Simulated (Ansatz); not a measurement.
# C (R-3m, 4 atoms in the cell): phonons and vibrational spectra

Aim: the vibrations of C (R-3m, 4 atoms in the cell), their spectra, and whether the structure is stable.

Program: Ansatz 0.2.0. Level of theory: DFT LDA, scalar-relativistic, plane waves, PAW. Results are calculated unless marked as measured.

### Step 1. The starting structure

It takes space group R-3m (No. 166, trigonal). Conventional cell: a = 2.466 Å, b = 2.466 Å, c = 24.848 Å, α = 90.00°, β = 90.00°, γ = 120.00°. Nearest to C lie 3 C at 1.42 Å. Nearest to C lie 3 C at 1.42 Å.

Coordinates:

```cif
data_structure
_symmetry_space_group_name_H-M 'R-3m:H'
_symmetry_Int_Tables_number 166
_cell_length_a 2.4664
_cell_length_b 2.4664
_cell_length_c 24.8478
_cell_angle_alpha 90.000
_cell_angle_beta 90.000
_cell_angle_gamma 120.000
_cell_volume 130.90
loop_
_atom_site_label
_atom_site_type_symbol
_atom_site_symmetry_multiplicity
_atom_site_Wyckoff_symbol
_atom_site_fract_x
_atom_site_fract_y
_atom_site_fract_z
_atom_site_occupancy
C1 C 6 c 0.00000 0.00000 0.91283 1
C2 C 6 c 0.33333 0.66667 0.91282 1
```

### Step 2. Bringing the structure to rest

The cell and atoms are relaxed, since residual forces and stress would shift the frequencies.

input.yaml reads:

```yaml
crystal:
  lattice:
    - [1.2331880975, 0.7119814801, 8.2826151019]
    - [-1.2331880975, 0.7119814801, 8.2826151019]
    - [0.0, -1.4239629602, 8.2826151019]
  atoms:
    - { symbol: C, position: [0.91282692, 0.91282692, 0.91282692] }
    - { symbol: C, position: [0.24614994, 0.24614994, 0.24614994] }
    - { symbol: C, position: [0.75385006, 0.75385006, 0.75385006] }
    - { symbol: C, position: [0.08717308, 0.08717308, 0.08717308] }
kpoints:
  mp_grid: { grid: [15, 15, 15] }
hamiltonian:
  xc: lda
scf:
  occupations: { method: gaussian, width: 0.01 }
output:
  forces: true
  stress: true
  eigenvalues: true
  write_density: true
  write_potential: true
  elf: true
  volumetric_format: npy
relax:
  adjacent_minimum: "off"
  f_tol: 0.005
  max_steps: 80
  cell: { stress_tol: 0.05 }
```

Run with:

```console
> ansatz run input.yaml --threads 4 --pin off --max-ram 7168MiB --backend cpu --events-out ev --progress --plain --runs-dir out
```

Numbers of over 12 decimals in the logs are rounded to 6 here.

The log of the run:

```text
basis.fft_grid_basis auto: the FFT boxes are laid along the combinations [[1, -1, 0], [0, 1, 0], [0, -1, 1]] of the cell's own vectors, 2.466, 8.404 and 2.466 Å long. The dense box has 18×60×18 points. Along the cell's own vectors, as sized, it would have 60×60×60, 11.11 times as many. Of the 12 symmetry operations that the crystal satisfies within crystal.symmetry.tolerance (time reversal apart; of a slab, those tha [...]
Engine: ansatz 0.2.0, aarch64-unknown-linux-gnu
Pseudopotentials: kind: paw
Pseudopotential: C, paw, valence charge 4, recommended cutoff 420 eV (normal), C.paw.azcp
Functional definition: SPW92
  exchange = slater_x
  correlation = pw_c
Crystal: 4 atoms, lattice volume = 43.633 Å³
Basis set: ecut = 420 eV, 819 PW (Γ), FFT grids on a1−a2, a2, −a2+a3
Bands: 12, of which v1, the nominal top of the filled ones, is band 8 counted from 1 (7 counted from 0)
Symmetry: 12 space group operations
Space group: R-3m (ITA 166), of the structure as read, at distance tolerance 3.5e-5 Å
k-points: 344 of 3375
Non-local potential: C, projectors of the file, l = 0: 2, l = 1: 2, l = 2: 1
PAW form: soft (Blöchl's): semilocal exchange-correlation on the pseudo side does not see the compensation charge
PAW frozen core: C, regenerated for the run's functional, and the local potential with it (the file was generated under x = pbe(κ = 0.804, μ = 0.219515), c = pbe(β = 0.066725))
PAW one-centre angular grid: C, 110 points (default); XC on 64 Gauss nodes
Initial density: superposition of atomic densities (neutral atoms: chi_scale 0, normalization atom), corrected by the library's trained network
Initial wavefunctions: pseudopotential atomic-orbital guess
Functional: x = slater, c = lda
SCF iter   1: F=—  HF=-971.851331 eV  |F-HF|=—  |Δ(HF+E_count)|=         —  Δρ=6.41e-3  dr2=7.50e-3  ethr=1.77e-3  ⟨swp⟩=5.9  Hψ=24328  notcnv=0
preconditioner: auto → none  [insulator: Δε(μ)=0.189 eV  Ē_g=15.158 eV  σ=0.010 eV  W_gap=1.00  n_scr=6 (ndim 8)  ℏωp=22.5 eV  f_vac=0.206  D(μ)=0.00/eV (n_scr^D=0)  ε∞_Penn≈3.2]
SCF iter   2: F=—  HF=-971.849410 eV  |F-HF|=—  |Δ(HF+E_count)|=   1.92e-3  Δρ=2.90e-3  dr2=1.23e-3  ethr=4.69e-5  ⟨swp⟩=2.7  Hψ=10265  notcnv=0
SCF iter   3: F=—  HF=-971.849277 eV  |F-HF|=—  |Δ(HF+E_count)|=   1.34e-4  Δρ=5.13e-4  dr2=2.73e-4  ethr=7.71e-6  ⟨swp⟩=2.9  Hψ=8060  notcnv=0
SCF iter   4: F=—  HF=-971.849214 eV  |F-HF|=—  |Δ(HF+E_count)|=   6.25e-5  Δρ=2.07e-4  dr2=2.94e-5  ethr=1.71e-6  ⟨swp⟩=2.0  Hψ=7032  notcnv=0
SCF iter   5: F=—  HF=-971.849208 eV  |F-HF|=—  |Δ(HF+E_count)|=   6.04e-6  Δρ=5.41e-5  dr2=1.39e-6  ethr=1.84e-7  ⟨swp⟩=2.3  Hψ=5426  notcnv=0
SCF iter   6: F=-971.849208 eV  HF=-971.849208 eV  |F-HF|=1.41e-9  |Δ(HF+E_count)|=   1.21e-7  Δρ=6.50e-6  dr2=1.06e-8  ethr=6.25e-10  ⟨swp⟩=7.5  Hψ=27842  notcnv=0
SCF 1 converged in 6 iterations: F = -971.849208 eV  dr2 = 1.06e-8
  greatest PAW one-centre occupation: 0.665 electrons in one spin orbital (limit 2), on the C atom at site 3 (counted from 0), in its partial waves of l = 0
relax step   1: F+E_penalty+E_count = -971.84920784 eV  Δ(F+E_penalty+E_count) = +0.000e0 eV  max|allowed force component| = 8.509e-3 eV/Å  Δτ_max = 0.0000 Å  P = -6.149 GPa  Ω = 43.633 Å³  (6 SCF iters, dr2 threshold 1.00e-7 eV, accepted)
Crystal: 4 atoms, lattice volume = 42.189 Å³
Basis set: ecut = 420 eV, 789 PW (Γ), FFT grids on a1−a2, a2, −a2+a3
Initial density: handed on by an earlier stage of this run
Initial wavefunctions: those handed on with the density
iter 1 solved again at ethr=6.14e-4 eV; its pass at ethr=3.10e-3 eV (dr2=9.82e-2 eV) is discarded
SCF iter   1: F=—  HF=-971.913802 eV  |F-HF|=—  |Δ(HF+E_count)|=         —  Δρ=1.69e-2  dr2=1.00e-1  ethr=6.14e-4  ⟨swp⟩=1.0  Hψ=36052  notcnv=0
preconditioner: auto → none  [insulator: Δε(μ)=0.272 eV  Ē_g=15.379 eV  σ=0.010 eV  W_gap=1.00  n_scr=4 (ndim 8)  ℏωp=22.9 eV  f_vac=0.159  D(μ)=0.00/eV (n_scr^D=0)  ε∞_Penn≈3.2]
SCF iter   2: F=—  HF=-971.885176 eV  |F-HF|=—  |Δ(HF+E_count)|=   2.86e-2  Δρ=5.64e-3  dr2=2.31e-2  ethr=6.14e-4  ⟨swp⟩=2.8  Hψ=8078  notcnv=0
SCF iter   3: F=—  HF=-971.879340 eV  |F-HF|=—  |Δ(HF+E_count)|=   5.84e-3  Δρ=3.59e-3  dr2=3.12e-3  ethr=1.44e-4  ⟨swp⟩=2.5  Hψ=7239  notcnv=0
SCF iter   4: F=—  HF=-971.878633 eV  |F-HF|=—  |Δ(HF+E_count)|=   7.06e-4  Δρ=1.57e-3  dr2=5.49e-4  ethr=1.95e-5  ⟨swp⟩=2.4  Hψ=6081  notcnv=0
SCF iter   5: F=—  HF=-971.878503 eV  |F-HF|=—  |Δ(HF+E_count)|=   1.30e-4  Δρ=3.35e-4  dr2=1.92e-5  ethr=3.43e-6  ⟨swp⟩=2.4  Hψ=6833  notcnv=0
SCF iter   6: F=—  HF=-971.878501 eV  |F-HF|=—  |Δ(HF+E_count)|=   1.73e-6  Δρ=4.93e-5  dr2=5.87e-7  ethr=1.20e-7  ⟨swp⟩=2.5  Hψ=6711  notcnv=0
SCF iter   7: F=-971.878501 eV  HF=-971.878501 eV  |F-HF|=1.09e-8  |Δ(HF+E_count)|=   1.23e-7  Δρ=6.31e-6  dr2=1.51e-8  ethr=2.50e-9  ⟨swp⟩=10.2  Hψ=30882  notcnv=0
SCF 2 converged in 7 iterations: F = -971.878501 eV  dr2 = 1.51e-8
  greatest PAW one-centre occupation: 0.669 electrons in one spin orbital (limit 2), on the C atom at site 3 (counted from 0), in its partial waves of l = 0
relax step   2: F+E_penalty+E_count = -971.87850108 eV  Δ(F+E_penalty+E_count) = -2.929e-2 eV  max|allowed force component| = 3.607e-3 eV/Å  Δτ_max = 0.0447 Å  P = -2.086 GPa  Ω = 42.189 Å³  energy of the carried Pulay correction = +5.228e-3 eV  (7 SCF iters, dr2 threshold 4.00e-7 eV, accepted)
Crystal: 4 atoms, lattice volume = 40.712 Å³
Basis set: ecut = 420 eV, 771 PW (Γ), FFT grids on a1−a2, a2, −a2+a3
iter 1 solved again at ethr=6.35e-4 eV; its pass at ethr=3.10e-3 eV (dr2=1.02e-1 eV) is discarded
SCF iter   1: F=—  HF=-971.924861 eV  |F-HF|=—  |Δ(HF+E_count)|=         —  Δρ=1.77e-2  dr2=1.04e-1  ethr=6.35e-4  ⟨swp⟩=1.0  Hψ=36214  notcnv=0
preconditioner: auto → none  [insulator: Δε(μ)=0.403 eV  Ē_g=15.500 eV  σ=0.010 eV  W_gap=1.00  n_scr=4 (ndim 8)  ℏωp=23.3 eV  f_vac=0.140  D(μ)=0.00/eV (n_scr^D=0)  ε∞_Penn≈3.3]
SCF iter   2: F=—  HF=-971.896121 eV  |F-HF|=—  |Δ(HF+E_count)|=   2.87e-2  Δρ=5.96e-3  dr2=2.50e-2  ethr=6.35e-4  ⟨swp⟩=2.8  Hψ=8263  notcnv=0
SCF iter   3: F=—  HF=-971.889811 eV  |F-HF|=—  |Δ(HF+E_count)|=   6.31e-3  Δρ=3.87e-3  dr2=3.22e-3  ethr=1.56e-4  ⟨swp⟩=2.4  Hψ=7205  notcnv=0
SCF iter   4: F=—  HF=-971.889054 eV  |F-HF|=—  |Δ(HF+E_count)|=   7.57e-4  Δρ=1.56e-3  dr2=4.58e-4  ethr=2.01e-5  ⟨swp⟩=2.9  Hψ=6731  notcnv=0
SCF iter   5: F=—  HF=-971.888949 eV  |F-HF|=—  |Δ(HF+E_count)|=   1.05e-4  Δρ=3.06e-4  dr2=1.40e-5  ethr=2.86e-6  ⟨swp⟩=2.6  Hψ=6912  notcnv=0
SCF iter   6: F=—  HF=-971.888947 eV  |F-HF|=—  |Δ(HF+E_count)|=   2.80e-6  Δρ=4.02e-5  dr2=3.94e-7  ethr=2.50e-9  ⟨swp⟩=8.9  Hψ=34284  notcnv=0
[...]
relax step   7: F+E_penalty+E_count = -971.92392997 eV  Δ(F+E_penalty+E_count) = -3.610e-3 eV  max|allowed force component| = 5.612e-3 eV/Å  Δτ_max = 0.0091 Å  P = -1.466 GPa  Ω = 35.400 Å³  energy of the carried Pulay correction = +3.236e-2 eV  (6 SCF iters, dr2 threshold 4.00e-7 eV, rejected (line search))
relax step   8: F+E_penalty+E_count = -971.91908295 eV  Δ(F+E_penalty+E_count) = +1.237e-3 eV  max|allowed force component| = 2.321e-2 eV/Å  Δτ_max = 0.0971 Å  P = -0.549 GPa  Ω = 36.920 Å³  energy of the carried Pulay correction = +2.589e-2 eV  (9 SCF iters, rejected (line search))
relax step   9: F+E_penalty+E_count = -971.92292251 eV  Δ(F+E_penalty+E_count) = -2.603e-3 eV  max|allowed force component| = 2.781e-3 eV/Å  Δτ_max = 0.0062 Å  P = +0.115 GPa  Ω = 36.847 Å³  energy of the carried Pulay correction = +2.619e-2 eV  (9 SCF iters, accepted)
relax step  10: F+E_penalty+E_count = -971.92197686 eV  Δ(F+E_penalty+E_count) = +9.456e-4 eV  max|allowed force component| = 3.664e-2 eV/Å  Δτ_max = 0.0998 Å  P = +0.136 GPa  Ω = 35.940 Å³  energy of the carried Pulay correction = +3.004e-2 eV  (7 SCF iters, dr2 threshold 9.87e-8 eV, rejected (line search))
relax step  11: F+E_penalty+E_count = -971.92334788 eV  Δ(F+E_penalty+E_count) = -4.254e-4 eV  max|allowed force component| = 7.881e-4 eV/Å  Δτ_max = 0.0066 Å  P = -0.007 GPa  Ω = 36.760 Å³  energy of the carried Pulay correction = +2.656e-2 eV  (9 SCF iters, accepted)
relax step  12: F+E_penalty+E_count = -971.91257953 eV  Δ(F+E_penalty+E_count) = +1.077e-2 eV  max|allowed force component| = 9.476e-4 eV/Å  Δτ_max = 0.0000 Å  P = -0.466 GPa  Ω = 36.760 Å³  stress off target by 6.33e-1 GPa  SCF on the basis re-selected at this cell (its energy is not comparable with the rows above)  (6 SCF iters)
relax step  13: F+E_penalty+E_count = -971.91680882 eV  Δ(F+E_penalty+E_count) = -4.229e-3 eV  max|allowed force component| = 1.276e-3 eV/Å  Δτ_max = 0.0071 Å  P = +0.469 GPa  Ω = 36.153 Å³  energy of the carried Pulay correction = +2.848e-3 eV  (5 SCF iters, dr2 threshold 4.00e-7 eV, accepted)
relax step  14: F+E_penalty+E_count = -971.91806045 eV  Δ(F+E_penalty+E_count) = -1.252e-3 eV  max|allowed force component| = 3.204e-4 eV/Å  Δτ_max = 0.0054 Å  P = -0.006 GPa  Ω = 35.966 Å³  energy of the carried Pulay correction = +3.780e-3 eV  (5 SCF iters, dr2 threshold 4.00e-7 eV, accepted)
relax step  15: F+E_penalty+E_count = -971.91477564 eV  Δ(F+E_penalty+E_count) = +3.285e-3 eV  max|allowed force component| = 6.741e-4 eV/Å  Δτ_max = 0.0000 Å  P = -0.097 GPa  Ω = 35.966 Å³  stress off target by 2.43e-1 GPa  SCF on the basis re-selected at this cell (its energy is not comparable with the rows above)  (6 SCF iters)
relax step  16: F+E_penalty+E_count = -971.91615738 eV  Δ(F+E_penalty+E_count) = -1.382e-3 eV  max|allowed force component| = 4.635e-4 eV/Å  Δτ_max = 0.0017 Å  P = -0.022 GPa  Ω = 35.724 Å³  energy of the carried Pulay correction = +1.184e-3 eV  (5 SCF iters, dr2 threshold 1.48e-7 eV, accepted)
relax step  17: F+E_penalty+E_count = -971.91501407 eV  Δ(F+E_penalty+E_count) = +1.143e-3 eV  max|allowed force component| = 5.012e-4 eV/Å  Δτ_max = 0.0000 Å  P = -0.041 GPa  Ω = 35.724 Å³  stress off target by 8.17e-2 GPa  SCF on the basis re-selected at this cell (its energy is not comparable with the rows above)  (5 SCF iters)
relax step  18: F+E_penalty+E_count = -971.91542665 eV  Δ(F+E_penalty+E_count) = -4.126e-4 eV  max|allowed force component| = 6.875e-5 eV/Å  Δτ_max = 0.0006 Å  P = -0.002 GPa  Ω = 35.644 Å³  energy of the carried Pulay correction = +3.905e-4 eV  (5 SCF iters, dr2 threshold 1.67e-8 eV, accepted)
iter 1 solved again at ethr=1.38e-7 eV; its pass at ethr=3.10e-3 eV (dr2=2.21e-5 eV) is discarded
SCF iter   1: F=—  HF=-971.915043 eV  |F-HF|=—  |Δ(HF+E_count)|=         —  Δρ=1.86e-5  dr2=1.96e-8  ethr=1.38e-7  ⟨swp⟩=3.9  Hψ=36019  notcnv=0
preconditioner: auto → none  [insulator: Δε(μ)=0.237 eV  Ē_g=15.675 eV  σ=0.010 eV  W_gap=1.00  n_scr=4 (ndim 8)  ℏωp=24.9 eV  f_vac=0.025  D(μ)=0.00/eV (n_scr^D=0)  ε∞_Penn≈3.5]
SCF iter   2: F=—  HF=-971.915043 eV  |F-HF|=—  |Δ(HF+E_count)|=   1.51e-7  Δρ=9.12e-6  dr2=3.84e-9  ethr=1.22e-10  ⟨swp⟩=2.5  Hψ=7040  notcnv=0
SCF iter   3: F=—  HF=-971.915043 eV  |F-HF|=—  |Δ(HF+E_count)|=   4.98e-9  Δρ=2.31e-6  dr2=1.03e-9  ethr=2.40e-11  ⟨swp⟩=2.6  Hψ=7040  notcnv=0
SCF iter   4: F=-971.915043 eV  HF=-971.915043 eV  |F-HF|=9.09e-12  |Δ(HF+E_count)|=  9.12e-11  Δρ=5.03e-7  dr2=3.53e-11  ethr=1.00e-12  ⟨swp⟩=5.4  Hψ=22486  notcnv=0
SCF 19 converged in 4 iterations: F = -971.915043 eV  dr2 = 3.53e-11
relax step  19: F+E_penalty+E_count = -971.91504291 eV  Δ(F+E_penalty+E_count) = +3.837e-4 eV  max|allowed force component| = 1.239e-4 eV/Å  Δτ_max = 0.0000 Å  P = -0.006 GPa  Ω = 35.644 Å³  stress off target by 2.48e-2 GPa  SCF on the basis re-selected at this cell (its energy is not comparable with the rows above)  (4 SCF iters)
basis re-selected at this cell: Δ(F+E_penalty+E_count) = +3.837e-4 eV, ΔP = -0.004 GPa vs the last step (what re-selecting the basis moved, of the pressure what is left beyond the Pulay correction that the steps carried, after the strain that the cell walked since its last selection, with what the two solves' SCF thresholds leave and, on support functions, any second-order correction that the steps lacked; it is no m [...]
SCF converged after 4 iterations
Free energy (F): -971.915043 eV
Harris-Foulkes:  -971.915043 eV  (|F-HF|=9.09e-12)
Internal energy: -971.915043 eV  (E = F + TS)
E sigma→0 (E₀):  -971.915043 eV
Fermi energy:    6.588452 eV
--- Per-component energies (eV) ---
  E_band       = -40.630341
  E_kinetic    = 366.130792
  E_local      = -653.969374  (includes V_loc(G=0)·N_el)
  E_nonlocal   = 114.299718
  E_hartree    = 200.493263
  E_xc         = -190.658081
  E_vxc        = -237.064582  (∫ρ·V_xc dr)
  E_paw        = -367.856257  (= ΣΔE_a)
  E_vpaw       = -31.013450  (= ΣTr[D̂ρ^β])
  E_aug_tail   = 0.000038  (compensation charges beyond the density's cutoff)
  E_ewald      = -440.606474
  E_core_change = 0.251330  (= ΣΔE_core)
  E_smearing   = -0.000000  (= −TS)
  E_closure    = -0.000000  (closes the sum)
  Σ components = -971.915043   (vs F -971.915043, Δ=0.00e0)
--- Forces (eV/Å), atoms counted from 1 ---
  atom   1  C     -0.00000000    -0.00000000     0.00006824
  atom   2  C      0.00000000     0.00000000     0.00012394
  atom   3  C     -0.00000000    -0.00000000    -0.00012394
  atom   4  C      0.00000000     0.00000000    -0.00006824
  max |Σ_I F_I| component: 0.00e0 eV/Å
--- Stress (GPa, compression-positive) ---
        0.003087      -0.000000       0.000000
       -0.000000       0.003087       0.000000
        0.000000       0.000000      -0.024825
  P = ⅓ Tr σ = -0.0062 GPa (-0.062 kbar)
--- Band table (eV; the first three rows and the last of 344) ---
  k-point 0: bands = [... 4 lower, 3.6070, 3.6070, 3.6085, 3.6085, 10.1783, 15.0748, 15.0748, 15.0783]
  k-point 1: bands = [... 4 lower, 3.1837, 3.1951, 3.3753, 3.3829, 10.3153, 15.1253, 15.1344, 15.5312]
  k-point 2: bands = [... 4 lower, 2.0598, 2.0860, 2.7949, 2.8075, 10.7270, 15.1520, 15.1903, 16.4255]
  k-point 343: bands = [... 4 lower, 3.1770, 3.2021, 3.3691, 3.3900, 12.4265, 13.1403, 15.1006, 15.1744]
--- Relaxed structure (15 steps of the walk, 12 accepted, 4 SCFs on fresh bases) ---
  F+E_penalty+E_count = -971.91504291 eV   max|allowed force component| = 1.239e-4 eV/Å   (the final SCF, on the basis selected at the relaxed cell)
  cell:  # Å, volume = 35.6442 Å³
    - [1.222409, 0.705758, 6.885964]
    - [-1.222409, 0.705758, 6.885964]
    - [0, -1.411516, 6.885964]
  atoms:
    - { symbol: C, position: [0.919551, 0.919551, 0.919551] }
    - { symbol: C, position: [0.252858, 0.252858, 0.252858] }
    - { symbol: C, position: [0.747142, 0.747142, 0.747142] }
    - { symbol: C, position: [0.080449, 0.080449, 0.080449] }
```

Wall time 58 s (4 threads of Arm Neoverse V2, shared host); peak memory 0.47 GiB.

The steps of the relaxation:

| step | energy less that of the first step (eV) | largest force component (eV/Å) | pressure (GPa) | volume (Å³) |
| --- | --- | --- | --- | --- |
| 1 | 0.0000 | 0.0085 | -6.15 | 43.63 |
| 2 | -0.0293 | 0.0036 | -2.09 | 42.19 |
| 3 | -0.0397 | 0.0106 | 0.42 | 40.71 |
| 4 | -0.0452 | 0.0114 | 0.48 | 40.00 |
| 5 | -0.0521 | 0.0085 | 0.83 | 39.35 |
| 6 | -0.0711 | 0.0062 | 0.79 | 37.27 |
| 7 | -0.0747 | 0.0056 | -1.47 | 35.40 |
| 8 | -0.0699 | 0.0232 | -0.55 | 36.92 |
| 9 | -0.0737 | 0.0028 | 0.12 | 36.85 |
| 10 | -0.0728 | 0.0366 | 0.14 | 35.94 |
| 11 | -0.0741 | 0.0008 | -0.01 | 36.76 |
| 12* | -0.0634 | 0.0009 | -0.47 | 36.76 |
| 13 | -0.0676 | 0.0013 | 0.47 | 36.15 |
| 14 | -0.0689 | 0.0003 | -0.01 | 35.97 |
| 15* | -0.0656 | 0.0007 | -0.10 | 35.97 |
| 16 | -0.0669 | 0.0005 | -0.02 | 35.72 |
| 17* | -0.0658 | 0.0005 | -0.04 | 35.72 |
| 18 | -0.0662 | 0.0001 | 0.00 | 35.64 |
| 19* | -0.0658 | 0.0001 | -0.01 | 35.64 |

Relaxation steps marked * repeat the geometry before them on a plane-wave basis chosen anew for their cell, so energy and pressure can jump there. Relaxation steps 7, 8, 10 were tried and not accepted.

The run keeps the 12 symmetry operations that it works with, so distortions that break them were not tested.

| cell as run | before | after | change |
| --- | --- | --- | --- |
| a (Å) | 8.404 | 7.029 | -16.4 % |
| b (Å) | 8.404 | 7.029 | -16.4 % |
| c (Å) | 8.404 | 7.029 | -16.4 % |
| α (°) | 16.88 | 20.03 | +18.7 % |
| β (°) | 16.88 | 20.03 | +18.7 % |
| γ (°) | 16.88 | 20.03 | +18.7 % |
| volume (Å³/atom) | 10.91 | 8.91 | -18.3 % |

The atoms that moved most (Å, as changes of fractional coordinates times the final cell):

| atom | dx | dy | dz | length |
| --- | --- | --- | --- | --- |
| C1 | 0.000 | 0.000 | 0.139 | 0.139 |
| C4 | 0.000 | 0.000 | -0.139 | 0.139 |
| C3 | 0.000 | 0.000 | -0.139 | 0.139 |
| C2 | 0.000 | 0.000 | 0.139 | 0.139 |

This step gave:

```
pressure           : -0.006217 GPa
gap on the k-mesh  : 0.2369 eV
volume per atom    : 8.911 Å³
direct gap on mesh : 0.2370 eV
```

ELF in the ac plane of the cell as run, not the conventional one, at fractional y = 0.080, with atoms of C within 0.2 Å of it. It is the smooth field of the valence electrons, not physical close to the nuclei.

Ten even steps from '0' (0.03) to '9' (0.92), each cell a mean:
```
25644764101478876410
02566786300147755641
10256788630014664464
51024788863001465456
75101468875300146657
87510136776520014678
99851013566542001478
99984100245554200147
89997410024555530014
58998741002456653001
15788764100246776300
01577666410025788631
10156545641003688864
41014654664101368886
64101465677410147777
56410146788741014664
24641015789985102564
21464101579998510256
52146410158999751025
55225641015899875102
```
Columns run along a (7.0 Å), rows up along c (7.0 Å). Atoms in or near the plane, at fractional coordinates: C at (0.08, 0.08).

Valence density in the ac plane of the cell as run, not the conventional one, at fractional y = 0.080, with atoms of C within 0.2 Å of it. It is the smooth field of the valence electrons, not physical close to the nuclei.

Ten even steps from '_' (0.0 e/Å³) to '@' (1.9 e/Å³), each cell a mean:
```
__..==%%@@**::__________::**@@##--..____
____..==%%@@++::__________::**@@##--..__
______..--####==..__________::**%%##--..
..______..--****==..__________::**%%##--
--..______..::++++--..__________::**@@##
##--..________::==++--..__________::**@@
@@##--..________::--==--..__________::**
##@@##--..________..--==--..__________::
--##@@##--__________..--==--..__________
__--##@@##--__________..--==--..________
____--##@@##--__________..--++--..______
______--##@@**--__________::==++==..____
______..--**%%**--__________::++**==::__
________..--**%%**--__________::**##++::
::________..--**@@##--________..--##@@**
**::________..--##@@##--..______..--%%@@
@@**::________..--##@@##--..______..==%%
%%@@**::__________--##@@##--..______..==
==%%@@**::__________--##@@##--..______..
..==%%@@**::__________--##@@##--..______
```
Columns run along a (7.0 Å), rows up along c (7.0 Å). Atoms in or near the plane, at fractional coordinates: C at (0.08, 0.08).

Electrostatic potential energy in the ac plane of the cell as run, not the conventional one, at fractional y = 0.080, with atoms of C within 0.2 Å of it. With pseudopotentials it is smooth inside the atoms' cores, unlike the true potential.

Values in eV, 11 rows by 16 columns, each cell a mean:
```
 10   3 -23 -44 -25   3   9  11  10   8  -1 -26 -34  -9   7  10
 10  10   8  -2 -18 -13   2   8  10  11  10   3 -23 -45 -24   2
 -2   8  10  10   7   0  -3   1   7  10  11  10   7 -10 -36 -30
-20  -4   7  10  10   9   6   0  -2   3   9  10  11   9   2 -15
 -1 -10  -7   4   9  11  10   8   2  -3   0   7  10  11  10   8
  9   3 -13 -23  -7   7  10  11   9   5  -1  -1   5   9  11  11
 11  10   6 -14 -38 -25   1   9  11  10   8   2  -3  -1   6  10
  8  10  10   8  -6 -35 -35  -7   8  10  10   9   2 -13 -19  -3
-23   2  10  11  10   3 -18 -29  -9   5  10  11   9   2 -25 -44
-48 -42 -10   8  11  10   8  -1 -12  -9   1   8  10  10   5 -21
-10 -41 -49 -21   5  10  11  10   6  -3 -16 -12   3   9  10   8
```
Columns run along a (7.0 Å; values clipped at the 3rd and 97th percentile), rows up along c (7.0 Å). Atoms in or near the plane, at fractional coordinates: C at (0.08, 0.08).

In this step the volume went from 10.91 to 8.91 Å³/atom.

(Continued in part 2 of 2.)

[Logs are printed without paths, hosts, clocks, repeated set-up lines and the standing remarks that a program may print on its own settings, such as how far it seeks lower states.]

[Hosts, paths, dates, database ids (printed as entryN), source tags and the programs' standing remarks are cut or masked in the printed files.]
